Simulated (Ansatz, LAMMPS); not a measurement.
# Elastic response of glassy 72SiO2-17Al2O3-6BaO-6ZnO (mol %) (116 atoms), part 2 of 5

How stiff is glassy 72SiO2-17Al2O3-6BaO-6ZnO (mol %) (116 atoms), and how do its levels respond to strain?

Ansatz 0.2.0; Kohn-Sham DFT, revPBE, PAW (set soft_2), plane waves.

The cell: 26 Si, 12 Al, 2 Ba, 2 Zn and 74 O. The quench rate of 50 K/ps far exceeds what a furnace or splat quench reaches. The starting topology of bonds comes from the classical model. Only the Γ point is sampled. The levels lack spin–orbit coupling.

So far. Step 2 (Single point at the start): The r.m.s. force at the start is 1.4 eV/Å.

### 3. Cell and atoms relaxed

The cell is relaxed with the atoms, since the starting lattice needn't suit this functional.

input.yaml

```yaml
crystal:
  lattice:
    - [11.0867, 0.0, 0.0]
    - [0.0, 11.0867, 0.0]
    - [0.0, 0.0, 11.0867]
  atoms:
    [... the 116 atom lines of step 2 ...]
kpoints:
  mp_grid: { grid: [1, 1, 1] }
hamiltonian:
  xc: revpbe
scf:
  occupations: { method: fixed }
output:
  forces: true
relax:
  f_tol: 0.05
  max_steps: 150
  cell: {}
```

Command:

```sh
$ ansatz run input.yaml --threads 4 --pin off --max-ram 8192MiB --backend cpu --events-out ev --progress --plain --runs-dir out
```

Standard output:

```text
[...]
Crystal: 116 atoms, lattice volume = 1362.721 Å³
Basis set: ecut = 420 eV, 26745 PW (Γ), exchange–correlation on 150×150×150 points (8 copies of the dense FFT grid, shifted against one another)
Bands: 430, of which v1, the nominal top of the filled ones, is band 314 counted from 1 (313 counted from 0)
Symmetry: 1 space group operations
[...]
k-points: 1
[...]
SCF iter   1: F=—  HF=-83821.143650 eV  |F-HF|=—  |Δ(HF+E_count)|=         —  Δρ=3.95e-3  dr2=2.47e-1  ethr=1.77e-3  ⟨swp⟩=6.0  Hψ=1518  notcnv=0  defer=113
[...]
SCF iter  10: F=-83821.130474 eV  HF=-83821.130474 eV  |F-HF|=3.69e-8  |Δ(HF+E_count)|=   6.80e-8  Δρ=1.52e-6  dr2=2.96e-8  ethr=1.59e-11  ⟨swp⟩=4.0  Hψ=1295  notcnv=0
SCF 1 converged in 10 iterations: F = -83821.130474 eV  dr2 = 2.96e-8
[...]
relax step   1: F+E_penalty+E_count = -83821.13047444 eV  Δ(F+E_penalty+E_count) = +0.000e0 eV  max|allowed force component| = 5.097e0 eV/Å  Δτ_max = 0.0000 Å  P = +14.331 GPa  Ω = 1362.721 Å³  (10 SCF iters, dr2 threshold 1.00e-7 eV, accepted)
[... from here on, the SCF cycles and remarks between the steps are left out ...]
relax step   2: F+E_penalty+E_count = -83828.09650472 eV  Δ(F+E_penalty+E_count) = -6.966e0 eV  max|allowed force component| = 2.919e0 eV/Å  Δτ_max = 0.1949 Å  P = +6.684 GPa  Ω = 1416.590 Å³  energy of the carried Pulay correction = -1.802e-1 eV  (8 SCF iters, dr2 threshold 1.16e-5 eV, accepted)
relax step   3: F+E_penalty+E_count = -83831.80460715 eV  Δ(F+E_penalty+E_count) = -3.708e0 eV  max|allowed force component| = 1.071e0 eV/Å  Δτ_max = 0.1969 Å  P = +0.011 GPa  Ω = 1466.877 Å³  energy of the carried Pulay correction = -3.422e-1 eV  (8 SCF iters, dr2 threshold 1.16e-5 eV, accepted)
relax step   4: F+E_penalty+E_count = -83832.61328143 eV  Δ(F+E_penalty+E_count) = -8.087e-1 eV  max|allowed force component| = 6.252e-1 eV/Å  Δτ_max = 0.2000 Å  P = -0.329 GPa  Ω = 1472.067 Å³  energy of the carried Pulay correction = -3.586e-1 eV  (8 SCF iters, dr2 threshold 1.16e-5 eV, accepted)
relax step   5: F+E_penalty+E_count = -83833.14886931 eV  Δ(F+E_penalty+E_count) = -5.356e-1 eV  max|allowed force component| = 4.205e-1 eV/Å  Δτ_max = 0.1982 Å  P = -0.404 GPa  Ω = 1474.686 Å³  energy of the carried Pulay correction = -3.669e-1 eV  (8 SCF iters, dr2 threshold 1.16e-5 eV, accepted)
relax step   6: F+E_penalty+E_count = -83833.38918959 eV  Δ(F+E_penalty+E_count) = -2.403e-1 eV  max|allowed force component| = 3.556e-1 eV/Å  Δτ_max = 0.2000 Å  P = -0.216 GPa  Ω = 1474.311 Å³  energy of the carried Pulay correction = -3.657e-1 eV  (7 SCF iters, dr2 threshold 1.11e-5 eV, accepted)
relax step   7: F+E_penalty+E_count = -83833.55078590 eV  Δ(F+E_penalty+E_count) = -1.616e-1 eV  max|allowed force component| = 4.538e-1 eV/Å  Δτ_max = 0.1950 Å  P = -0.064 GPa  Ω = 1473.856 Å³  energy of the carried Pulay correction = -3.643e-1 eV  (7 SCF iters, dr2 threshold 7.90e-6 eV, accepted)
relax step   8: F+E_penalty+E_count = -83833.62633228 eV  Δ(F+E_penalty+E_count) = -7.555e-2 eV  max|allowed force component| = 1.882e-1 eV/Å  Δτ_max = 0.1717 Å  P = -0.010 GPa  Ω = 1474.203 Å³  energy of the carried Pulay correction = -3.654e-1 eV  (7 SCF iters, dr2 threshold 1.16e-5 eV, accepted)
relax step   9: F+E_penalty+E_count = -83833.66286936 eV  Δ(F+E_penalty+E_count) = -3.654e-2 eV  max|allowed force component| = 2.343e-1 eV/Å  Δτ_max = 0.0824 Å  P = +0.065 GPa  Ω = 1474.087 Å³  energy of the carried Pulay correction = -3.650e-1 eV  (7 SCF iters, dr2 threshold 2.21e-6 eV, accepted)
relax step  10: F+E_penalty+E_count = -83833.69209843 eV  Δ(F+E_penalty+E_count) = -2.923e-2 eV  max|allowed force component| = 2.191e-1 eV/Å  Δτ_max = 0.2000 Å  P = -0.021 GPa  Ω = 1475.821 Å³  energy of the carried Pulay correction = -3.705e-1 eV  (8 SCF iters, dr2 threshold 3.43e-6 eV, accepted)
relax step  11: F+E_penalty+E_count = -83833.70457060 eV  Δ(F+E_penalty+E_count) = -1.247e-2 eV  max|allowed force component| = 2.912e-1 eV/Å  Δτ_max = 0.0394 Å  P = +0.009 GPa  Ω = 1475.888 Å³  energy of the carried Pulay correction = -3.707e-1 eV  (6 SCF iters, dr2 threshold 3.00e-6 eV, accepted)
relax step  12: F+E_penalty+E_count = -83833.71439358 eV  Δ(F+E_penalty+E_count) = -9.823e-3 eV  max|allowed force component| = 1.850e-1 eV/Å  Δτ_max = 0.0764 Å  P = +0.015 GPa  Ω = 1476.081 Å³  energy of the carried Pulay correction = -3.713e-1 eV  (7 SCF iters, dr2 threshold 5.30e-6 eV, accepted)
relax step  13: F+E_penalty+E_count = -83833.71593807 eV  Δ(F+E_penalty+E_count) = -1.544e-3 eV  max|allowed force component| = 2.413e-1 eV/Å  Δτ_max = 0.0477 Å  P = -0.042 GPa  Ω = 1477.213 Å³  energy of the carried Pulay correction = -3.748e-1 eV  (7 SCF iters, dr2 threshold 2.14e-6 eV, accepted)
relax step  14: F+E_penalty+E_count = -83833.71966308 eV  Δ(F+E_penalty+E_count) = -3.725e-3 eV  max|allowed force component| = 7.829e-2 eV/Å  Δτ_max = 0.1561 Å  P = +0.032 GPa  Ω = 1475.945 Å³  energy of the carried Pulay correction = -3.709e-1 eV  (8 SCF iters, dr2 threshold 3.64e-6 eV, rejected (line search))
[...]
relax step  34: F+E_penalty+E_count = -83834.54935047 eV  Δ(F+E_penalty+E_count) = -3.108e-2 eV  max|allowed force component| = 3.042e-1 eV/Å  Δτ_max = 0.0776 Å  P = +0.095 GPa  Ω = 1516.112 Å³  energy of the carried Pulay correction = -1.486e-1 eV  (6 SCF iters, dr2 threshold 1.05e-5 eV, accepted)
relax step  35: F+E_penalty+E_count = -83834.59221318 eV  Δ(F+E_penalty+E_count) = -4.286e-2 eV  max|allowed force component| = 1.574e-1 eV/Å  Δτ_max = 0.2000 Å  P = +0.091 GPa  Ω = 1517.327 Å³  energy of the carried Pulay correction = -1.536e-1 eV  (7 SCF iters, dr2 threshold 5.78e-6 eV, accepted)
relax step  36: F+E_penalty+E_count = -83834.59787284 eV  Δ(F+E_penalty+E_count) = -5.660e-3 eV  max|allowed force component| = 1.439e-1 eV/Å  Δτ_max = 0.0519 Å  P = -0.003 GPa  Ω = 1518.961 Å³  energy of the carried Pulay correction = -1.604e-1 eV  (7 SCF iters, dr2 threshold 1.55e-6 eV, accepted)
relax step  37: F+E_penalty+E_count = -83834.55873827 eV  Δ(F+E_penalty+E_count) = +3.913e-2 eV  max|allowed force component| = 5.909e-1 eV/Å  Δτ_max = 0.1304 Å  P = +0.115 GPa  Ω = 1518.636 Å³  energy of the carried Pulay correction = -1.592e-1 eV  (8 SCF iters, dr2 threshold 1.29e-6 eV, rejected (line search))
relax step  38: F+E_penalty+E_count = -83834.60704011 eV  Δ(F+E_penalty+E_count) = -9.167e-3 eV  max|allowed force component| = 1.069e-1 eV/Å  Δτ_max = 0.0637 Å  P = -0.062 GPa  Ω = 1520.672 Å³  energy of the carried Pulay correction = -1.676e-1 eV  (11 SCF iters, accepted)
relax step  39: F+E_penalty+E_count = -83834.60372523 eV  Δ(F+E_penalty+E_count) = +3.315e-3 eV  max|allowed force component| = 1.781e-1 eV/Å  Δτ_max = 0.0446 Å  P = -0.034 GPa  Ω = 1521.572 Å³  energy of the carried Pulay correction = -1.714e-1 eV  (8 SCF iters, dr2 threshold 7.15e-7 eV, accepted)
relax step  40: F+E_penalty+E_count = -83834.61387579 eV  Δ(F+E_penalty+E_count) = -1.015e-2 eV  max|allowed force component| = 7.235e-2 eV/Å  Δτ_max = 0.0265 Å  P = +0.020 GPa  Ω = 1520.658 Å³  energy of the carried Pulay correction = -1.675e-1 eV  (6 SCF iters, dr2 threshold 1.98e-6 eV, accepted)
relax step  41: F+E_penalty+E_count = -83834.61491889 eV  Δ(F+E_penalty+E_count) = -1.043e-3 eV  max|allowed force component| = 5.874e-2 eV/Å  Δτ_max = 0.0167 Å  P = +0.025 GPa  Ω = 1520.749 Å³  energy of the carried Pulay correction = -1.679e-1 eV  (7 SCF iters, dr2 threshold 3.27e-7 eV, accepted)
relax step  42: F+E_penalty+E_count = -83834.61520119 eV  Δ(F+E_penalty+E_count) = -2.823e-4 eV  max|allowed force component| = 5.850e-2 eV/Å  Δτ_max = 0.0183 Å  P = +0.011 GPa  Ω = 1521.207 Å³  energy of the carried Pulay correction = -1.698e-1 eV  (7 SCF iters, dr2 threshold 2.16e-7 eV, accepted)
relax step  43: F+E_penalty+E_count = -83834.61378536 eV  Δ(F+E_penalty+E_count) = +1.416e-3 eV  max|allowed force component| = 2.794e-2 eV/Å  Δτ_max = 0.0172 Å  P = -0.013 GPa  Ω = 1521.801 Å³  energy of the carried Pulay correction = -1.723e-1 eV  (7 SCF iters, dr2 threshold 2.14e-7 eV, accepted)
relax step  44: F+E_penalty+E_count = -83834.82387500 eV  Δ(F+E_penalty+E_count) = -2.101e-1 eV  max|allowed force component| = 2.881e-2 eV/Å  Δτ_max = 0.0000 Å  P = +0.069 GPa  Ω = 1521.801 Å³  stress off target by 2.49e-1 GPa  SCF on the basis re-selected at this cell (its energy is not comparable with the rows above)  (8 SCF iters)
relax step  45: F+E_penalty+E_count = -83834.82054352 eV  Δ(F+E_penalty+E_count) = +3.331e-3 eV  max|allowed force component| = 2.080e-2 eV/Å  Δτ_max = 0.0188 Å  P = -0.011 GPa  Ω = 1523.896 Å³  energy of the carried Pulay correction = -6.801e-3 eV  (8 SCF iters, dr2 threshold 1.55e-7 eV, accepted)
relax step  46: F+E_penalty+E_count = -83834.82778601 eV  Δ(F+E_penalty+E_count) = -7.242e-3 eV  max|allowed force component| = 2.084e-2 eV/Å  Δτ_max = 0.0000 Å  P = -0.009 GPa  Ω = 1523.896 Å³  stress off target by 3.16e-2 GPa  SCF on the basis re-selected at this cell (its energy is not comparable with the rows above)  (5 SCF iters)
[...]
SCF converged after 5 iterations
Free energy (F): -83834.827786 eV
[...]
Internal energy: -83834.827786 eV  (E = F + TS)
E sigma→0 (E₀):  -83834.827786 eV
Fermi energy:    4.091648 eV
[...]
--- Forces (eV/Å), atoms counted from 1 ---
  atom   1  Si    -0.01319656     0.00218984     0.00034107
  atom   2  Si     0.01567495    -0.00231283    -0.01755458
  atom   3  Si     0.00424734    -0.00516411    -0.00064521
  atom   4  Si    -0.01020347     0.00707221    -0.00215278
  atom   5  Si    -0.00882544     0.00563139    -0.00164036
  atom   6  Si     0.00656092     0.00764387     0.00915683
  atom   7  Si     0.00980536    -0.00310715     0.00033045
  atom   8  Si     0.00717287    -0.00877391    -0.01005740
  atom   9  Si     0.00799199    -0.00165085     0.00636088
  atom  10  Si     0.00766632    -0.00471384    -0.00852961
  atom  11  Si    -0.01243928    -0.01313104     0.00119941
  atom  12  Si     0.00158129     0.01043185    -0.00383644
  atom  13  Si    -0.00623655    -0.01585514    -0.00768287
  atom  14  Si    -0.01127559    -0.00494070     0.00275432
[...]
atom 115  O     -0.00067820    -0.00218646     0.00072009
  atom 116  O     -0.00268755    -0.00501246    -0.01263473
  max |Σ_I F_I| component: 7.59e-5 eV/Å
--- Stress (GPa, compression-positive) ---
       -0.016550      -0.015916      -0.000161
       -0.015919       0.002329       0.018652
       -0.000149       0.018647      -0.011726
  P = ⅓ Tr σ = -0.0086 GPa (-0.086 kbar)
--- Relaxed structure (43 steps of the walk, 39 accepted, 3 SCFs on fresh bases) ---
  F+E_penalty+E_count = -83834.82778601 eV   max|allowed force component| = 2.084e-2 eV/Å   (the final SCF, on the basis selected at the relaxed cell)
  cell:  # Å, volume = 1523.8957 Å³
    - [11.509256, -0.133709, -0.183281]
    - [-0.133709, 11.711303, 0.299391]
    - [-0.183281, 0.299391, 11.317803]
  atoms:
    - { symbol: Si, position: [0.388938, 0.910514, 0.760434] }
    - { symbol: Si, position: [0.374113, 0.518035, 0.987989] }
    - { symbol: Si, position: [0.722367, 0.934949, 0.653311] }
    - { symbol: Si, position: [0.272421, 0.757610, 0.057406] }
[...]
- { symbol: O, position: [0.073458, 0.581735, 0.520563] }
```

The job ended after 7.2 min (4 threads of Intel Xeon Platinum 8375C at 2.90GHz (Ice Lake), shared host; peak memory 2.1 GiB).

The relaxation converged after 43 steps, with a largest force component of 0.021 eV/Å.

(Continued in part 3 of 5.)

[Long decimals in the printed logs are rounded to 6 places.]

[Logs are printed without paths, hosts, clocks, repeated set-up lines and the standing remarks that a program may print on its own settings, such as how far it seeks lower states.]

[Hosts, paths, dates, database ids (printed as entryN), source tags and the programs' standing remarks are cut or masked in the printed files.]
